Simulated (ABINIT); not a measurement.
Entries from a set of simulations; values are calculated unless marked as measured.

## Beyond one shot: La2O3 (P-3m1)

It takes space group P-3m1 (No. 164, trigonal). The conventional cell has a = 3.931 Å, b = 3.931 Å, c = 6.112 Å, α = 90.00°, β = 90.00°, γ = 120.00°. Nearest to La lie 7 O at 2.36 to 2.72 Å. O has 4 La at 2.36 to 2.44 Å nearest. O has 6 La at 2.72 Å nearest. Farther neighbours, and contacts between anions beyond the nearest, are not listed.

```xyz
5
Lattice="3.9308 0.0000 0.0000 -1.9654 3.4042 0.0000 0.0000 0.0000 6.1120" Properties=species:S:1:pos:R:3 pbc="T T T"
La    1.9654    1.1347    4.6070
La    0.0000    2.2694    1.5050
O     1.9654    1.1347    2.1643
O     0.0000    2.2694    3.9477
O     0.0000    0.0000    0.0000
```

```yaml
method: RPA screening on PBE from quasiparticle energies, plane waves, norm-conserving pseudopotentials (and 5 further levels or steps)
program: ABINIT 10.8.3
settings: cutoff 50 Ha, PseudoDojo scalar-relativistic 0.4.1 standard, norm-conserving, ngkpt (3, 3, 2), nband 119, ecuteps 4.8 Ha, gwcalctyp 10, inclvkb 2, shiftk (0, 0, 0), symchi 1, awtr 1, frequency ppm, cycle 3, q points all but q = 0, 3×3×2 k-mesh
cost: 15 runs, 15 min in all on 4 MPI ranks of Arm Neoverse V1, shared host
notes: The program’s warnings: nkpt*nsppol () is not a multiple of nproc spkpt (). The cell and positions are those that the Materials Project relaxed with its own functionals (PBE, PBE+U or r2SCAN), kept fixed. Limits: no spin-orbit coupling. The first cycle of evGW0 takes the full correction, without the factor Z, so it overshoots the one-shot value. The 3×3×2 mesh is coarse for this cell, which bears on the long-range parts of exchange and screening.
g0w0: 5.090 eV
evgw0_cycle_1: 5.326 eV
evgw0_cycle_2: 5.245 eV
evgw0_cycle_3: 5.241 eV
evgw_cycle_1: 5.517 eV
evgw_cycle_2: 5.534 eV
evgw_cycle_3: 5.537 eV
known_limits: short of the basis limit; no spin-orbit coupling; coarse k mesh
```

Only the bands that the input lists are updated; the higher empty ones keep the functional's energies. The evGW loop starts from the last levels of evGW0, so its cycles and time come on top of those.

[Long decimals in the printed logs are rounded to 6 places.]

[Logs are printed without paths, hosts, clocks, repeated set-up lines and the standing remarks that a program may print on its own settings, such as how far it seeks lower states.]

[Paths, hosts, dates, memory and timing lines, banners, echoed tables and standing remarks are left out of the program output; an Ansatz launch command may be rebuilt from the run's recorded settings. Measured values are a selection of at most five: reports struck by readers or far from the other reports are left out. None is set beside runs whose start may be inverted or whose files or cutoffs have a known fault.]

[Runs of the session that timed out or met a known fault of the program may be left out.]

[Hosts, paths, dates, database ids (printed as entryN), source tags and the programs' standing remarks are cut or masked in the printed files.]

[G0W0 gaps are taken among the corrected bands and points alone; a level outside them can change the order at an edge.]

[Where Ansatz stands beside ABINIT at settings called matched, ABINIT's density can come from a denser mesh and the files from another edition; pairs whose starting gaps differed by over 0.03 eV were left out, so agreement reads better than it is.]
